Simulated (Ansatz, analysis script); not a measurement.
# CrB2: E(q) by the generalised Bloch theorem, part 2 of 2

Spirals are solved in the crystal's own cell at each q. What do they say of the order in CrB2?

Ansatz 0.2.0; LDA, PAW set soft_2 (files made for PBE).

So far. Step 3 (The same state on a denser mesh): The run ends ferromagnetic, with a net moment of 0.839 μB a cell, against 0.772 μB on the first mesh. Step 4 (q = (0, 0, 0)): The largest moment is 0.775 μB, against 0.776 μB in the collinear run.

## 5. q = (0, 0, 0.167)

Level of this step: Ansatz DFT, spin spiral by the generalised Bloch theorem, no spin-orbit coupling; LDA, PAW default (Ansatz).

Only q changes. The cell stays that of the crystal, since the generalised Bloch theorem carries the rotation from cell to cell.

Contents of input.yaml:

```yaml
crystal:
  lattice:
    - [2.97, 0.0, 0.0]
    - [-1.485, 2.5720954492, 0.0]
    - [0.0, 0.0, 3.07]
  atoms:
    - { symbol: Cr, position: [0.0, 0.0, 0.0], spin: 0.78, spin_axis: [1.0, 0.0, 0.0] }
    - { symbol: B, position: [0.3333333333, 0.6666666667, 0.5] }
    - { symbol: B, position: [0.6666666667, 0.3333333333, 0.5] }
kpoints:
  mp_grid: { grid: [12, 12, 12] }
hamiltonian:
  xc: lda
scf:
  occupations: { method: fermi_dirac, width: 0.05 }
  max_iter: 120
  convergence: { dr2_threshold: 1.0e-08 }
basis:
  ecutwfc: 420.0
magnetization:
  noncollinear: true
  spin_spiral: { q: [0.0, 0.0, 0.16666667] }
checkpoint:
  read: start
```

Launch:

```sh
> ansatz run input.yaml --threads 1 --pin off --max-ram 2560MiB --backend cpu --events-out ev --progress --plain --runs-dir out
```

Numbers of over 12 decimals in the logs are rounded to 6 here.

Log:

```text
[...]
Crystal: 3 atoms, lattice volume = 23.452 Å³
Basis set: ecut = 420 eV, 443 PW (Γ)
Bands: 28, of which v1, the nominal top of the filled ones, is band 20 counted from 1 (19 counted from 0)
Symmetry: 12 space group operations
k-points: 133 of 1728
[...]
SCF iter   9: F=-3623.610492 eV  HF=-3623.610492 eV  |F-HF|=1.21e-9  |Δ(HF+E_count)|=   7.73e-9  Δρ=4.08e-6  dr2=1.93e-9  dr2_m=1.07e-9  ethr=5.00e-11  |M|=8.64e-1 ∫|m|=9.41e-1 μB  |m|>n=0.0e0 m-floor=0.0e0 τ_xc=1.0e-18  ⟨swp⟩=1.0  Hψ=10563  notcnv=0
SCF 1 converged in 9 iterations: F = -3623.610492 eV  dr2 = 1.93e-9
[...]
SCF converged after 9 iterations
Magnetization: |M| = 0.8644 μB,  M = (+0.8644, +0.0000, +0.0000) μB
Absolute magnetization: 0.9416 μB (∫|m|, with the PAW one-centre terms)
  site 0: m = (+0.8220, +0.0000, +0.0000) μB, |m| = 0.8220 μB  (R = 0.95 Å)
  site 1: m = (-0.0074, -0.0000, +0.0000) μB, |m| = 0.0074 μB  (R = 0.71 Å)
  site 2: m = (-0.0074, -0.0000, +0.0000) μB, |m| = 0.0074 μB  (R = 0.71 Å)
Free energy (F): -3623.610492 eV
[...]
Internal energy: -3623.590190 eV  (E = F + TS)
E sigma→0 (E₀):  -3623.600341 eV
Entropy (-TS):   -0.020302 eV (-6.767 meV/atom)
Fermi energy:    16.234973 eV
[...]
```

Wall time 29 s (1 thread of Arm Neoverse V2, shared host); peak memory 0.42 GiB.

The energy of the cell lies 1.76 meV above that at q = 0, and the largest moment is 0.822 μB against 0.775 μB.

## 6. q = (0, 0, 0.333)

Edit input.yaml of step 5 so:

```diff
@@ -21,3 +21,3 @@
   noncollinear: true
-  spin_spiral: { q: [0.0, 0.0, 0.16666667] }
+  spin_spiral: { q: [0.0, 0.0, 0.33333333] }
 checkpoint:
```

Log:

```text
[...]
Crystal: 3 atoms, lattice volume = 23.452 Å³
Basis set: ecut = 420 eV, 443 PW (Γ)
Bands: 28, of which v1, the nominal top of the filled ones, is band 20 counted from 1 (19 counted from 0)
Symmetry: 12 space group operations
k-points: 133 of 1728
[...]
site 0: m = (+0.7547, +0.0000, +0.0000) μB, |m| = 0.7547 μB  (R = 0.95 Å)
  site 1: m = (-0.0072, -0.0000, +0.0000) μB, |m| = 0.0072 μB  (R = 0.71 Å)
  site 2: m = (-0.0072, -0.0000, +0.0000) μB, |m| = 0.0072 μB  (R = 0.71 Å)
Free energy (F): -3623.600796 eV
[...]
Internal energy: -3623.578093 eV  (E = F + TS)
E sigma→0 (E₀):  -3623.589445 eV
Entropy (-TS):   -0.022702 eV (-7.567 meV/atom)
Fermi energy:    16.261131 eV
[...]
[key lines of the parts left out:]
SCF converged after 10 iterations
Magnetization: |M| = 0.7550 μB,  M = (+0.7550, +0.0000, +0.0000) μB
```

Run time: 33 s. Hardware: 1 thread; peak memory 0.43 GiB.

The energy of the cell lies 11.5 meV above that at q = 0, and the largest moment is 0.755 μB against 0.775 μB.

## 7. q = (0.333, 0, 0)

Edit input.yaml of step 6 so:

```diff
@@ -21,3 +21,3 @@
   noncollinear: true
-  spin_spiral: { q: [0.0, 0.0, 0.33333333] }
+  spin_spiral: { q: [0.33333333, 0.0, 0.0] }
 checkpoint:
```

Log:

```text
[...]
Crystal: 3 atoms, lattice volume = 23.452 Å³
Basis set: ecut = 420 eV, 443 PW (Γ)
Bands: 28, of which v1, the nominal top of the filled ones, is band 20 counted from 1 (19 counted from 0)
Symmetry: 4 space group operations
k-points: 301 of 1728
[...]
site 0: m = (+0.9659, -0.0000, +0.0000) μB, |m| = 0.9659 μB  (R = 0.95 Å)
  site 1: m = (-0.0066, +0.0022, +0.0000) μB, |m| = 0.0069 μB  (R = 0.71 Å)
  site 2: m = (-0.0066, -0.0022, +0.0000) μB, |m| = 0.0069 μB  (R = 0.71 Å)
Free energy (F): -3623.634777 eV
[...]
Internal energy: -3623.619423 eV  (E = F + TS)
E sigma→0 (E₀):  -3623.627100 eV
Entropy (-TS):   -0.015354 eV (-5.118 meV/atom)
Fermi energy:    16.197973 eV
[...]
[key lines of the parts left out:]
SCF converged after 10 iterations
Magnetization: |M| = 0.9835 μB,  M = (+0.9835, -0.0000, +0.0000) μB
```

Elapsed: 77 s, on 1 thread; peak memory 0.61 GiB.

The energy of the cell lies 22.5 meV below that at q = 0, and the largest moment is 0.966 μB against 0.775 μB.

## 8. q = (0.5, 0.167, 0)

Edit input.yaml of step 7 so:

```diff
@@ -21,3 +21,3 @@
   noncollinear: true
-  spin_spiral: { q: [0.33333333, 0.0, 0.0] }
+  spin_spiral: { q: [0.5, 0.16666667, 0.0] }
 checkpoint:
```

Log:

```text
[...]
Crystal: 3 atoms, lattice volume = 23.452 Å³
Basis set: ecut = 420 eV, 443 PW (Γ)
Bands: 28, of which v1, the nominal top of the filled ones, is band 20 counted from 1 (19 counted from 0)
Symmetry: 2 space group operations
k-points: 518 of 1728
[...]
site 0: m = (+1.0001, -0.0000, +0.0000) μB, |m| = 1.0001 μB  (R = 0.95 Å)
  site 1: m = (+0.0004, +0.0053, +0.0000) μB, |m| = 0.0053 μB  (R = 0.71 Å)
  site 2: m = (+0.0004, -0.0053, +0.0000) μB, |m| = 0.0053 μB  (R = 0.71 Å)
Free energy (F): -3623.640206 eV
[...]
Internal energy: -3623.625661 eV  (E = F + TS)
E sigma→0 (E₀):  -3623.632934 eV
Entropy (-TS):   -0.014544 eV (-4.848 meV/atom)
Fermi energy:    16.209662 eV
[...]
[key lines of the parts left out:]
SCF converged after 10 iterations
Magnetization: |M| = 0.9450 μB,  M = (+0.9450, -0.0000, +0.0000) μB
```

It took 2.3 min on 1 thread; peak memory 0.86 GiB.

The energy of the cell lies 27.9 meV below that at q = 0, and the largest moment is 1.00 μB against 0.775 μB.

The other 5 runs of this kind were made alike; their results stand in the table below.

## 9. Side runs that gave no result

| changed | outcome |
| --- | --- |
| scf.lower_state_search; basis.xc_grid | cut off at the time limit |

## 10. The spirals together

```tsv
q (reciprocal lattice)	path length (1/Å)	E(q) − E(0) (meV a magnetic atom)	|m| Cr no. 1 (μB)
(0, 0, 0)	0.000	0.00	0.78
(0.167, 0, 0)	0.407	-5.83	0.86
(0.333, 0, 0)	0.814	-22.52	0.97
(0.5, 0, 0)	1.221	-24.64	0.98
(0.5, 0.167, 0)	1.629	-27.95	1.00
(0.333, 0.333, 0)	2.036	-31.47	1.04
(0.167, 0.167, 0)	2.741	-18.47	0.96
(0, 0, 0)	3.446	0.00	0.78
(0, 0, 0.167)	3.787	1.76	0.82
(0, 0, 0.333)	4.128	11.46	0.75
(0, 0, 0.5)	4.469	17.53	0.57
```

## 11. What came out

```
lowest point of the path : q = (0.333, 0.333, 0), -31.5 meV a magnetic atom from q = 0
highest point            : 17.5 meV a magnetic atom
```

In words: The state at q = (0.333, 0.333, 0) lies 31.5 meV a magnetic atom below the ferromagnetic start, so that start is not the lowest state. The moments change by at most 34 % from their size at q = 0, so they are itinerant and a model of rigid spins is rough. No spin model is given, since the moments change too much along the path. The 10 spiral runs took 11 min of wall time, added up. Energies are free energies at a smearing of 0.05 eV, and with partly filled levels differences shift, at times strongly, as the smearing goes to zero.

[Logs and program files are shortened in this print: banners, set-up blocks, solver, clock and traceback lines can be left out without a mark of their own.]

[Logs are printed without paths, hosts, clocks, repeated set-up lines and the standing remarks that a program may print on its own settings, such as how far it seeks lower states.]

[Hosts, paths, dates, database ids (printed as entryN), source tags and the programs' standing remarks are cut or masked in the printed files.]
